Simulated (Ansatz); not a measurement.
In doubt: masses and optical values from hybrid runs of this build are listed as unsure (in some of the runs), which bears on the screening that GW takes from such a start.

SiO2 (Stishovite), computed twice by G0W0.

Symmetry: P4_2/mnm, No. 136, tetragonal system. Conventional cell: a = 4.177 Å, b = 4.177 Å, c = 2.665 Å, α = 90.00°, β = 90.00°, γ = 90.00°. Nearest to Si lie 6 O at 1.76 to 1.81 Å. Nearest to O lie 3 Si at 1.76 to 1.81 Å. Farther neighbours and most contacts between anions are not listed.

```xyz
6
Lattice="4.1773 0.0000 0.0000 0.0000 4.1773 0.0000 0.0000 0.0000 2.6652" Properties=species:S:1:pos:R:3 pbc="T T T"
Si    0.0000    0.0000    0.0000
Si    2.0886    2.0886    1.3326
O     1.2778    1.2778    0.0000
O     0.8108    3.3665    1.3326
O     2.8995    2.8995    0.0000
O     3.3665    0.8108    1.3326
```

The cell and positions come from the Crystallography Open Database and are kept as given unless a step says otherwise.

The first (Ansatz 0.2.0; start PBE, 6×6×8 mesh, 276 empty bands, screening to 190 eV, hard PAW files; 1 × NVIDIA H100 80GB HBM3 (shared by 3 runs) with 4 threads of AMD EPYC 7R13 (Zen 3), shared host) gave, on its mesh: starting gap 5.63 eV, G0W0 gap 8.61 eV, RPA ε∞ (mean) 3.27, 74 s.

Question: The second changes start from PBE to HSE06. What does it give?

It gave: starting gap 7.73 eV, G0W0 gap 9.42 eV, RPA ε∞ (mean) 2.88, 2.7 min. The G0W0 gap moves by +0.81 eV, +2.10 eV from the start and −1.29 eV from the correction. Σc changes by −0.44 eV at the valence top and +0.21 eV at the conduction bottom, and Σx − Vxc between them by −1.95 eV.

Limits: not at the basis limit.

[Paths, hosts, dates, memory and timing lines, banners, echoed tables and standing remarks are left out of the program output.]

[Logs are printed without paths, hosts, clocks, repeated set-up lines and the standing remarks that a program may print on its own settings, such as how far it seeks lower states.]

[Runs of the session that timed out or met a known fault of the program may be left out.]

[Cells called generated may have been cut or substituted from an entry of the Crystallography Open Database or the Materials Project.]

[Hosts, paths, dates, database ids (printed as entryN), source tags and the programs' standing remarks are cut or masked in the printed files.]
